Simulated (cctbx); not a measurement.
## Eu6CdFe: solution and refinement

Cell a = 5.6720 Å, b = 7.1080 Å, c = 12.3300 Å, α = 90.00°, β = 90.00°, γ = 90.00°; space group Amm2 (no. 38); content Eu12 Cd2 Fe2.

Simulated single-crystal data (cctbx): Mo Kα, λ = 0.71073 Å, to d = 0.75 Å, 95 % of the full sphere, strongest reflection 70000 counts, noise from counting, a 4 % proportional error and a noise floor of 15 counts (s.d.); no absorption.

Charge flipping in P1 on normalised amplitudes to 0.75 Å, δ = 1.2 σ, 30 % of the reflections treated as weak, 100 cycles:

```text
cycle      R  skewness
    0  0.551     0.22
    8  0.524     1.31
   16  0.448     3.83
   24  0.446     3.62
   32  0.437     3.46
   40  0.457     3.25
   48  0.465     3.32
   56  0.450     3.17
   64  0.463     3.33
   72  0.465     3.40
   80  0.468     3.12
   88  0.466     3.13
   96  0.468     3.09
origin shift          correlation  skewness
 0.447  0.003  0.000      0.977      5.77
 0.447  0.253  0.000      0.976      5.76
 0.133  0.006  0.000      0.828      2.50
 0.132  0.256 -0.000      0.827      2.53
taken: symmetry correlation 0.977, skewness 5.77
peak      x       y       z  mult  height/sigma
Q1    0.0000  0.2509  0.4568    4     17.0
Q2    0.0000  0.0000  0.2044    2     16.6
Q3    0.0000  0.0000  0.7122    2     12.8
Q4    0.5000  0.2498  0.1255    4     11.6
Q5    0.5000  0.0000  0.3725    2      9.7
Q6    0.5000  0.0000  0.8690    2      7.6
Q7    0.5000  0.2266  0.7864    4      4.7
Q8    0.0000  0.1768  0.5358    4      4.4
Q9    0.5000  0.0000  0.5497    2      3.8
Q10   0.0000  0.1740  0.0444    4      3.4
Q11   0.0000  0.0692  0.2849    4      3.2
```

The origin is taken among those within 0.04 of the best correlation, by the skewness of the map.

It took 0.31 s on 1 thread of Arm Neoverse V2 (shared host), peak memory 0.08 GiB.

**Question.** Which peaks are atoms, and which elements?

Heights go roughly as Z and multiplicities must add up to the content. First model: Q1 = Eu1 (4 in the cell, height 17.0), Q2 = Eu2 (2 in the cell, height 16.6), Q3 = Eu3 (2 in the cell, height 12.8), Q4 = Eu4 (4 in the cell, height 11.6), Q5 = Cd1 (2 in the cell, height 9.7) and Q6 = Fe1 (2 in the cell, height 7.6). Against the true structure, Q1 is Eu, Q2 is Eu, Q3 is Eu, Q4 is Eu, Q5 is Cd and Q6 is Fe; the other peaks are not atoms.

Least squares on F², isotropic:

```text
Rint 0.031, 725 unique reflections to 0.75 A
cycle     R1     wR2    GooF  max shift (A)
   1  0.2606  0.6299  17.707   0.12564
   6  0.0270  0.0722   2.031   0.00180
final R1 0.0248 wR2 0.0678 GooF 1.907  parameters 14  data/parameter 51.8
atom        x        y        z      Ueq    occ   su(xyz)  su(Uiso or U11)
Eu1    0.00000  0.26880  0.45198   0.0100  1.000  0.00007  0.0002
Eu2    0.00000  0.00000  0.20294   0.0160  1.000  0.00006  0.0003
Eu3    0.00000  0.00000  0.71818   0.0072  1.000  0.00006  0.0002
Eu4    0.50000  0.25510  0.12589   0.0087  1.000  0.00008  0.0002
Cd1    0.50000  0.00000  0.37144   0.0083  1.000  0.00010  0.0002
Fe1    0.50000  0.00000  0.87209   0.0140  1.000  0.00028  0.0005
difference map: max 4.38 min -2.43 rms 0.35
Q1    0.5000  0.0000  0.8735    2    4.40  0.02 A from Fe1
Q2    0.5000  0.1712  0.6206    4    2.42  0.53 A from Eu4
Q3    0.5000  0.1953  0.1119    4    2.38  0.46 A from Eu4
Q4    0.0000  0.0000  0.7102    2    2.15  0.10 A from Eu3
Q5    0.0000  0.2322  0.4575    4    1.99  0.27 A from Eu1
```

Anisotropic refinement:

```text
Rint 0.031, 725 unique reflections to 0.75 A
cycle     R1     wR2    GooF  max shift (A)
   1  0.0248  0.0679   1.928   0.00453
   2  0.0131  0.0322   0.913   0.00000
final R1 0.0131 wR2 0.0322 GooF 0.913  parameters 28  data/parameter 25.9
atom        x        y        z      Ueq    occ   su(xyz)  su(Uiso or U11)
Eu1    0.00000  0.26887  0.45189   0.0089  1.000  0.00004  0.0001
Eu2    0.00000  0.00000  0.20304   0.0125  1.000  0.00003  0.0002
Eu3    0.00000  0.00000  0.71842   0.0073  1.000  0.00004  0.0002
Eu4    0.50000  0.25555  0.12563   0.0077  1.000  0.00005  0.0001
Cd1    0.50000  0.00000  0.37156   0.0070  1.000  0.00006  0.0002
Fe1    0.50000  0.00000  0.87176   0.0068  1.000  0.00020  0.0005
Flack x: -0.013(19)
Hooft y: -0.012(22)  Bijvoet pairs: 345
difference map: max 0.78 min -0.61 rms 0.16
Q1    0.0000  0.0000  0.5035    2    0.79  2.01 A from Eu1
Q2    0.0878  0.0000  0.2740    4    0.71  1.01 A from Eu2
Q3    0.5000  0.0000  0.7894    2    0.63  1.02 A from Fe1
Q4    0.5000  0.0000  0.5588    2    0.62  1.92 A from Eu4
Q5    0.0000  0.0000  0.7838    2    0.57  0.81 A from Eu3
Q6    0.5000  0.1958  0.8142    4    0.56  1.56 A from Fe1
```

**Reading.** The refinement ends at R1 = 0.0131, wR2 = 0.0322, GooF = 0.91, with difference density between -0.61 and 0.78 e/Å³. Every site matches the true model in element, within 0.001 Å r.m.s., up to an allowed shift of origin or inversion. Flack x = -0.013 with s.u. 0.019: x is within 3 s.u. of 0, so the absolute structure is right.

True model:

| atom | mult. | x | y | z | Ueq (Å²) |
| --- | --- | --- | --- | --- | --- |
| Eu1 | 2 | 0 | 0 | 0.1632 | 0.0125 |
| Eu2 | 2 | 0 | 1/2 | 0.1785 | 0.0072 |
| Eu3 | 4 | 0 | 0.2689 | 0.4120 | 0.0089 |
| Eu4 | 4 | 1/2 | 0.7445 | 0.0857 | 0.0078 |
| Cd1 | 2 | 1/2 | 0 | 0.3317 | 0.0071 |
| Fe1 | 2 | 1/2 | 1/2 | 0.3320 | 0.0072 |

The model is made up (kin elements in a known structure type, no relaxation), so it says nothing on whether the phase exists.

[Middle refinement cycles are left out of these outputs.]

[Logs are printed without paths, hosts, clocks, repeated set-up lines and the standing remarks that a program may print on its own settings, such as how far it seeks lower states.]
